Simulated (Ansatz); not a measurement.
Rows from a G0W0 calculation on LiMgOF (rocksalt [001] superlattice) (Ansatz 0.2.0; G0W0 on LDA, plane waves, PAW; PAW set soft_1; 6×6×2 mesh, 66 empty bands, screening to 44 eV, PAW set soft_1 files), in eV. Spin-orbit coupling is left out.

| row | k | band | start | Σx | Σc at the solution | Vxc |
| --- | --- | --- | --- | --- | --- | --- |
| A | Γ | v3 | 5.624 | -26.216 | 4.533 | -20.612 |
| B | Γ | v1 | 6.007 | -26.539 | 4.501 | -21.071 |
| C | Γ | c2 | 13.233 | -10.498 | -3.460 | -16.120 |
| D | Γ | c1 | 11.689 | -9.818 | -3.461 | -15.148 |
| E | Γ | c4 | 15.818 | -4.079 | -3.693 | -9.859 |
| F | Γ | c3 | 13.394 | -9.477 | -3.469 | -15.143 |

**Question.** Give the quasiparticle energies and the shift of each level.

The quasiparticle equation reads E = start + Σx + Σc(E) − Vxc.

```csv
row,E (eV),shift (eV)
A,4.553,−1.071
B,5.040,−0.967
C,15.394,+2.161
D,13.558,+1.869
E,17.903,+2.085
F,15.591,+2.197
```

Limits: not at the basis limit.

[Paths, hosts, dates, memory and timing lines, banners, echoed tables and standing remarks are left out of the program output.]

[Logs are printed without paths, hosts, clocks, repeated set-up lines and the standing remarks that a program may print on its own settings, such as how far it seeks lower states.]

[Runs of the session that timed out or met a known fault of the program may be left out.]

[Cells called generated may have been cut or substituted from an entry of the Crystallography Open Database or the Materials Project.]

[Hosts, paths, dates, database ids (printed as entryN), source tags and the programs' standing remarks are cut or masked in the printed files.]
